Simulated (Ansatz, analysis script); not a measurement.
# Zigzag Pd chain, bond 3.025 Å: which texture of moments is lowest

Wanted: the lowest arrangement of moments that fits this cell of a zigzag Pd chain, bond 3.025 Å.

Program: Ansatz 0.2.0. Level of theory: PBEsol, PAW set soft_2 (files made for PBE). Results are calculated unless marked as measured.

## (1) Set-up

The cell holds 4 atoms: 4 Pd. Cell: a = 12.000 Å, b = 12.000 Å, c = 7.260 Å, α = 90.0°, β = 90.0°, γ = 90.0°. It derives from Pd. An idealised lattice of chosen spacing, in vacuum. Vacuum lies along a and b. The structure's axis is c.

Coordinates:

```cif
data_structure
_symmetry_space_group_name_H-M 'P 1'
_symmetry_Int_Tables_number 1
_cell_length_a 12.0000
_cell_length_b 12.0000
_cell_length_c 7.2600
_cell_angle_alpha 90.000
_cell_angle_beta 90.000
_cell_angle_gamma 90.000
_cell_volume 1045.44
loop_
_atom_site_label
_atom_site_type_symbol
_atom_site_fract_x
_atom_site_fract_y
_atom_site_fract_z
_atom_site_occupancy
Pd1 Pd 0.39917 0.50000 0.00000 1
Pd2 Pd 0.39917 0.50000 0.50000 1
Pd3 Pd 0.60083 0.50000 0.25000 1
Pd4 Pd 0.60083 0.50000 0.75000 1
```

## (2) The collinear state

A collinear run comes first: it shows whether moments survive, and how large they are.

input.yaml

```yaml
crystal:
  lattice:
    - [12.0, 0.0, 0.0]
    - [0.0, 12.0, 0.0]
    - [0.0, 0.0, 7.26]
  atoms:
    - { symbol: Pd, position: [0.3991666667, 0.5, 0.0], spin: 0.6 }
    - { symbol: Pd, position: [0.3991666667, 0.5, 0.5], spin: 0.6 }
    - { symbol: Pd, position: [0.6008333333, 0.5, 0.25], spin: 0.6 }
    - { symbol: Pd, position: [0.6008333333, 0.5, 0.75], spin: 0.6 }
magnetization:
  spin_polarized: true
kpoints:
  mp_grid: { grid: [1, 1, 4] }
hamiltonian:
  xc: pbesol
scf:
  occupations: { method: fermi_dirac, width: 0.05 }
  max_iter: 120
  convergence: { dr2_threshold: 1.0e-08 }
output:
  write_density: true
  write_potential: true
  elf: true
  volumetric_format: npy
```

Started as:

```bash
> ansatz run input.yaml --threads 4 --pin off --max-ram 8192MiB --backend cpu --events-out ev --progress --plain --runs-dir out
```

Numbers of over 12 decimals in the logs are rounded to 6 here.

Log:

```text
Engine: ansatz 0.2.0, aarch64-unknown-linux-gnu
Pseudopotentials: kind: paw
Pseudopotential: Pd, paw, valence charge 18, recommended cutoff 420 eV (normal), Pd.paw.azcp
Functional definition: PBEsol
  exchange = pbesol_x
  correlation = pbesol_c
Crystal: 4 atoms, lattice volume = 1045.440 Å³
Basis set: ecut = 420 eV, 20401 PW (Γ)
Bands: 45, of which v1, the nominal top of the filled ones, is band 36 counted from 1 (35 counted from 0)
Symmetry: 16 space group operations
Space group: Pmma (ITA 51), of the structure as read, at distance tolerance 1.0e-4 Å
Magnetic group: BNS 51.289 (UNI 387), of the structure as read, at distance tolerance 1.0e-4 Å
k-points: 3 of 4
Non-local potential: Pd, projectors of the file, l = 0: 2, l = 1: 2, l = 2: 2, l = 3: 1
PAW form: soft (Blöchl's): semilocal exchange-correlation on the pseudo side does not see the compensation charge
PAW frozen core: Pd, regenerated for the run's functional, and the local potential with it (the file was generated under x = pbe(κ = 0.804, μ = 0.219515), c = pbe(β = 0.066725))
PAW one-centre angular grid: Pd, 590 points (default); XC on 64 Gauss nodes
Initial density: superposition of atomic densities (neutral atoms: chi_scale 0, normalization atom)
Starting moments: Σ|m| = 2.4 μB on 4 of 4 sites
Initial wavefunctions: pseudopotential atomic-orbital guess
Functional: x = pbesol(κ = 0.804, μ = 0.123457), c = pbesol(β = 0.046)
SCF iter   1: F=—  HF=-27616.577147 eV  |F-HF|=—  |Δ(HF+E_count)|=         —  Δρ=1.71e-2 (↑1.71e-2 ↓1.63e-2)  dr2=1.39e1  dr2_m=1.76e-1  M=1.997 μB ∫|m|=2.140 μB  β_m=0.30  ethr=3.10e-3  ⟨swp⟩=9.7  Hψ=1295  notcnv=0
preconditioner: auto → LDOS  [metal: Δε(μ)=0.079 eV  Ē_g=3.094 eV  σ=0.050 eV  W_gap=0.38  n_scr=88 (ndim 8)  ℏωp=7.3 eV  f_vac=0.825  D(μ)=15.28/eV (n_scr^D=70)]
spin=Collinear: LDOS preconditioning applied to the charge; magnetization (m = ρ↑ − ρ↓) channel mixes plain (no charge-response kernel on spin).
SCF iter   2: F=—  HF=-27614.642280 eV  |F-HF|=—  |Δ(HF+E_count)|=    1.93e0  Δρ=9.52e-3 (↑7.97e-3 ↓9.52e-3)  dr2=4.36e0  dr2_m=6.15e-2  M=2.405 μB ∫|m|=2.515 μB  β_m=1.00  ethr=3.10e-3  ⟨swp⟩=2.3  Hψ=507  notcnv=0  defer=10
spin-set hold released at iteration 2 (site moments show no strong build): the magnetisation degrees of freedom join the quasi-Newton model from the next iteration; the mixer history was kept
SCF iter   3: F=—  HF=-27613.853303 eV  |F-HF|=—  |Δ(HF+E_count)|=   7.89e-1  Δρ=3.41e-3 (↑3.19e-3 ↓3.41e-3)  dr2=5.96e-1  dr2_m=1.06e-2  M=2.413 μB ∫|m|=2.478 μB  β_m=0.30  ethr=3.10e-3  ⟨swp⟩=2.0  Hψ=419  notcnv=0  defer=10
SCF iter   4: F=—  HF=-27613.807223 eV  |F-HF|=—  |Δ(HF+E_count)|=   4.61e-2  Δρ=2.19e-3 (↑2.19e-3 ↓1.54e-3)  dr2=7.61e-2  dr2_m=2.04e-2  M=2.197 μB ∫|m|=2.288 μB  β_m=0.45  ethr=8.27e-4  ⟨swp⟩=3.5  Hψ=426  notcnv=0  defer=13
SCF iter   5: F=—  HF=-27613.871135 eV  |F-HF|=—  |Δ(HF+E_count)|=   6.39e-2  Δρ=1.25e-3 (↑1.25e-3 ↓8.51e-4)  dr2=1.71e-2  dr2_m=8.39e-3  M=2.094 μB ∫|m|=2.196 μB  β_m=0.51  ethr=1.06e-4  ⟨swp⟩=3.3  Hψ=431  notcnv=0  defer=13
SCF iter   6: F=—  HF=-27613.885350 eV  |F-HF|=—  |Δ(HF+E_count)|=   1.42e-2  Δρ=7.90e-4 (↑7.01e-4 ↓7.90e-4)  dr2=1.57e-3  dr2_m=4.50e-3  M=1.944 μB ∫|m|=2.060 μB  β_m=0.72  ethr=2.37e-5  ⟨swp⟩=2.3  Hψ=412  notcnv=0  defer=13
SCF iter   7: F=—  HF=-27613.887898 eV  |F-HF|=—  |Δ(HF+E_count)|=   2.55e-3  Δρ=4.18e-4 (↑4.18e-4 ↓3.39e-4)  dr2=4.80e-4  dr2_m=1.07e-3  M=1.889 μB ∫|m|=2.010 μB  β_m=0.86  ethr=2.19e-6  ⟨swp⟩=2.0  Hψ=403  notcnv=0  defer=13
SCF iter   8: F=—  HF=-27613.888432 eV  |F-HF|=—  |Δ(HF+E_count)|=   5.34e-4  Δρ=2.36e-4 (↑1.57e-4 ↓2.36e-4)  dr2=1.49e-4  dr2_m=3.18e-4  M=1.838 μB ∫|m|=1.964 μB  β_m=0.84  ethr=6.67e-7  ⟨swp⟩=2.0  Hψ=370  notcnv=0  defer=13
SCF iter   9: F=—  HF=-27613.888506 eV  |F-HF|=—  |Δ(HF+E_count)|=   7.35e-5  Δρ=1.00e-4 (↑7.65e-5 ↓1.00e-4)  dr2=2.77e-5  dr2_m=6.44e-5  M=1.825 μB ∫|m|=1.953 μB  β_m=0.92  ethr=2.07e-7  ⟨swp⟩=2.0  Hψ=401  notcnv=0  defer=13
SCF iter  10: F=—  HF=-27613.888550 eV  |F-HF|=—  |Δ(HF+E_count)|=   4.48e-5  Δρ=2.57e-5 (↑1.35e-5 ↓2.57e-5)  dr2=1.01e-5  dr2_m=1.79e-6  M=1.818 μB ∫|m|=1.945 μB  β_m=0.83  ethr=3.85e-8  ⟨swp⟩=2.0  Hψ=444  notcnv=0  defer=13
SCF iter  11: F=—  HF=-27613.888543 eV  |F-HF|=—  |Δ(HF+E_count)|=   7.51e-6  Δρ=7.73e-6 (↑4.47e-6 ↓7.73e-6)  dr2=8.56e-7  dr2_m=2.23e-7  M=1.819 μB ∫|m|=1.945 μB  β_m=0.87  ethr=1.41e-8  ⟨swp⟩=2.0  Hψ=380  notcnv=0  defer=13
SCF iter  12: F=—  HF=-27613.888629 eV  |F-HF|=—  |Δ(HF+E_count)|=   8.66e-5  Δρ=4.37e-6 (↑2.05e-6 ↓4.37e-6)  dr2=1.32e-7  dr2_m=6.87e-8  M=1.820 μB ∫|m|=1.946 μB  β_m=0.93  ethr=1.19e-9  ⟨swp⟩=2.3  Hψ=429  notcnv=0  defer=13
SCF iter  13: F=—  HF=-27613.888629 eV  |F-HF|=—  |Δ(HF+E_count)|=   1.42e-7  Δρ=2.88e-6 (↑1.54e-6 ↓2.88e-6)  dr2=7.82e-8  dr2_m=2.23e-8  M=1.821 μB ∫|m|=1.946 μB  β_m=0.84  ethr=1.83e-10  ⟨swp⟩=2.0  Hψ=427  notcnv=0  defer=13
SCF iter  14: F=—  HF=-27613.888630 eV  |F-HF|=—  |Δ(HF+E_count)|=   2.14e-8  Δρ=1.55e-6 (↑5.82e-7 ↓1.55e-6)  dr2=1.04e-8  dr2_m=8.70e-9  M=1.821 μB ∫|m|=1.946 μB  β_m=0.92  ethr=1.09e-10  ⟨swp⟩=2.0  Hψ=425  notcnv=0  defer=13
SCF iter  15: F=-27613.888630 eV  HF=-27613.888630 eV  |F-HF|=1.35e-9  |Δ(HF+E_count)|=   1.77e-8  Δρ=5.55e-7 (↑2.27e-7 ↓5.55e-7)  dr2=3.18e-9  dr2_m=7.38e-10  M=1.821 μB ∫|m|=1.946 μB  ethr=1.39e-11  ⟨swp⟩=15.3  Hψ=890  notcnv=0
SCF 1 converged in 15 iterations: F = -27613.888630 eV  dr2 = 3.18e-9
  greatest PAW one-centre occupation: 0.999 electrons in one spin orbital (limit 2), on the Pd atom at site 3 (counted from 0), in its partial waves of l = 0
WARN: The output density's exchange-correlation potential varies sharply where the density is thin. Do not read a vacuum level from v_tot or v_xc, or from such a field of the output density. On a cell that repeats whose density bears no net charge and no dipole along the vacuum's axis use v_es (v_loc + v_h of the components); under efield.dipole_correction with no amplitude use v_es + v_field, which holds any externa [...]
SCF converged after 15 iterations
Magnetization: 1.8211 μB (36.9105 up, 35.0895 down)
Absolute magnetization: 1.9458 μB (∫|ρ↑−ρ↓|, with the PAW one-centre terms)
Spin contamination: 0.0561 ħ² per cell (⟨S²⟩ above its minimum at these occupations)
Per-site moments (μB) at R_I (Å): [(0.440072, 1.247812499736), (0.440072, 1.247812499736), (0.440072, 1.247812499736), (0.440072, 1.247812499736)]
Free energy (F): -27613.888630 eV
Harris-Foulkes:  -27613.888630 eV  (|F-HF|=1.35e-9)
Internal energy: -27613.736064 eV  (E = F + TS)
E sigma→0 (E₀):  -27613.812347 eV
Entropy (-TS):   -0.152566 eV (-38.141 meV/atom)
Fermi energy:    -3.558635 eV
--- Per-component energies (eV) ---
  E_band       = -2095.455077
  E_kinetic    = 2053.869039
  E_local      = -28533.399129  (includes V_loc(G=0)·N_el)
  E_nonlocal   = 894.942114
  E_hartree    = 12821.381762
  E_xc         = -651.161965
  E_vxc        = -817.882985  (∫ρ·V_xc dr)
  E_paw        = -14751.277889  (= ΣΔE_a)
  E_vpaw       = -1335.740630  (= ΣTr[D̂ρ^β])
  E_aug_tail   = 0.000849  (compensation charges beyond the density's cutoff)
  E_ewald      = 550.699060
  E_core_change = 1.210096  (= ΣΔE_core)
  E_smearing   = -0.152566  (= −TS)
  E_closure    = -0.000000  (closes the sum)
  Σ components = -27613.888630   (vs F -27613.888630, Δ=0.00e0)
--- Band table (eV; the first three rows and the last of 6) ---
  k-point 0 ↑: bands = [... 32 lower, -3.9462, -3.9462, -3.9134, -3.8566, -3.8152, -2.2105, -1.1924, -1.1924, ... 5 higher]
  k-point 1 ↑: bands = [... 32 lower, -3.9174, -3.9130, -3.9095, -3.8980, -3.7677, -2.6571, -2.0253, -0.5700, ... 5 higher]
  k-point 2 ↑: bands = [... 32 lower, -3.9143, -3.9143, -3.8877, -3.8877, -3.5278, -3.5278, -1.4764, -1.4764, ... 5 higher]
  k-point 2 ↓: bands = [... 32 lower, -3.6361, -3.6361, -3.6210, -3.6210, -3.3171, -3.3171, -1.3081, -1.3081, ... 5 higher]
```

The job ended after 8.1 s (4 threads of Arm Neoverse V2, shared host; peak memory 1.3 GiB; 31 s of CPU time).

Spin moment in the atom's sphere by atom:

| atom | spin moment in the atom's sphere (μB) |
| --- | --- |
| Pd1 | 0.440 |
| Pd2 | 0.440 |
| Pd3 | 0.440 |
| Pd4 | 0.440 |

Tables count atoms from 1; parts of the log count from 0.

The run ends ferromagnetic, with a net moment of 1.82 μB a cell. Only this order was typed.

Spin density in the ca plane at fractional y = 0.500, with atoms of Pd within 0.2 Å of it.

Ten even steps from '_' (0.00 e/Å³) to '@' (0.33 e/Å³), each cell a mean:
```
________________________________________
________________________________________
________________________________________
________________________________________
________________________________________
________________________________________
________________________________________
______........____________........______
______==##**##::__________==%%**##::____
______--@@@@##..__________--@@@@##..____
______--**++++..__________--**++++..____
________________________________________
....____________........____________....
%%##..__________==@@%%%%..__________==@@
%%**..__________--%%%%**..__________--@@
--==..__________--======..__________--++
________________________________________
________________________________________
________________________________________
________________________________________
________________________________________
________________________________________
________________________________________
________________________________________
```
Columns run along c (7.3 Å), rows up along a (12.0 Å). Atoms in or near the plane, at fractional coordinates: Pd at (0.00, 0.40), Pd at (0.50, 0.40), Pd at (0.25, 0.60), Pd at (0.75, 0.60).

Valence density in the ca plane at fractional y = 0.500, with atoms of Pd within 0.2 Å of it. It is the smooth field of the valence electrons, not physical close to the nuclei.

Ten steps, logarithmic in the rise over the least value, from '0' (0 e/Å³) to '9' (13 e/Å³), each cell a mean:
```
00000000000000000000
00000000000000000000
00000000000000000000
00000000000000000000
00000000000000000000
00000000000000000000
00001110000000111000
00124432000012443200
01368984200136898520
01479996211137999621
11257874211125787421
11123332111112333211
64211112355421111235
98521113699852111369
98621013799962101479
86310012577631001257
22100000122210000012
00000000000000000000
00000000000000000000
00000000000000000000
00000000000000000000
00000000000000000000
00000000000000000000
00000000000000000000
```
Columns run along c (7.3 Å), rows up along a (12.0 Å). Atoms in or near the plane, at fractional coordinates: Pd at (0.00, 0.40), Pd at (0.50, 0.40), Pd at (0.25, 0.60), Pd at (0.75, 0.60).

ELF in the ca plane at fractional y = 0.500, with atoms of Pd within 0.2 Å of it. It is the smooth field of the valence electrons, not physical close to the nuclei.

Ten even steps from '_' (0.00) to '@' (0.53), each cell a mean:
```
________________________________________
________________________________________
________________________________________
________________________________________
________________________________________
________________________________________
____....::::::..________....::::::..____
....::--**##++::........::--**##++::....
..::==%%@@%%@@**--::..::==%%@@@@@@**--::
::--**@@##++@@%%==::::--++@@##++@@%%==::
----==##@@@@%%++--------==##@@@@%%++----
------==++++==------------==++++==------
##**==----------==####**==----------==##
%%@@**--::::--==%%%%%%@@##--::::--==%%@@
++@@%%==::::::++@@##**@@%%--::::::++@@##
@@%%==::....::--**@@@@%%++::....::--**@@
==--::..____....::====--::..____....::==
....____________........____________....
________________________________________
________________________________________
________________________________________
________________________________________
________________________________________
________________________________________
```
Columns run along c (7.3 Å), rows up along a (12.0 Å). Atoms in or near the plane, at fractional coordinates: Pd at (0.00, 0.40), Pd at (0.50, 0.40), Pd at (0.25, 0.60), Pd at (0.75, 0.60).

## (3) The same state on a denser mesh

Levels at the Fermi energy are partly filled, so moments and energy differences can hang on the k-mesh, and the state is solved again on a denser one.

input.yaml, the sections that differ from step 2:

```yaml
crystal:
  lattice:
    - [12.0, 0.0, 0.0]
    - [0.0, 12.0, 0.0]
    - [0.0, 0.0, 7.26]
  atoms:
    - { symbol: Pd, position: [0.3991666667, 0.5, 0.0], spin: 0.44 }
    - { symbol: Pd, position: [0.3991666667, 0.5, 0.5], spin: 0.44 }
    - { symbol: Pd, position: [0.6008333333, 0.5, 0.25], spin: 0.44 }
    - { symbol: Pd, position: [0.6008333333, 0.5, 0.75], spin: 0.44 }
kpoints:
  mp_grid: { grid: [1, 1, 15] }
basis:
  ecutwfc: 420.0
checkpoint:
  read: start
  write: ck
  compress: false
  write_wavefunctions: false
  write_every: 100000
# magnetization, hamiltonian, scf: as in step 2
# output: removed
```

Log:

```text
[...]
Absolute magnetization: 2.0020 μB (∫|ρ↑−ρ↓|, with the PAW one-centre terms)
[...]
Per-site moments (μB) at R_I (Å): [(0.454548, 1.247812499736), (0.454548, 1.247812499736), (0.454548, 1.247812499736), (0.454548, 1.247812499736)]
Free energy (F): -27613.897113 eV
[...]
Internal energy: -27613.748766 eV  (E = F + TS)
E sigma→0 (E₀):  -27613.822939 eV
Entropy (-TS):   -0.148348 eV (-37.087 meV/atom)
Fermi energy:    -3.565852 eV
[...]
[key lines of the parts left out:]
SCF converged after 9 iterations
Magnetization: 1.8937 μB (36.9468 up, 35.0532 down)
```

The job ended after 11 s (4 threads; peak memory 1.7 GiB).

Spin moment in the atom's sphere by atom:

| atom | spin moment in the atom's sphere (μB) |
| --- | --- |
| Pd1 | 0.455 |
| Pd2 | 0.455 |
| Pd3 | 0.455 |
| Pd4 | 0.455 |

The run ends ferromagnetic, with a net moment of 1.89 μB a cell, against 1.82 μB on the first mesh.

Signs and angles in the names of the patterns follow the order of the magnetic atoms in the input, which need not be their order in space.

In the spinor runs that follow the search for lower states is off.

(Part 1 of 2 ends here.)

[Logs and program files are shortened in this print: banners, set-up blocks, solver, clock and traceback lines can be left out without a mark of their own.]

[Logs are printed without paths, hosts, clocks, repeated set-up lines and the standing remarks that a program may print on its own settings, such as how far it seeks lower states.]

[Hosts, paths, dates, database ids (printed as entryN), source tags and the programs' standing remarks are cut or masked in the printed files.]
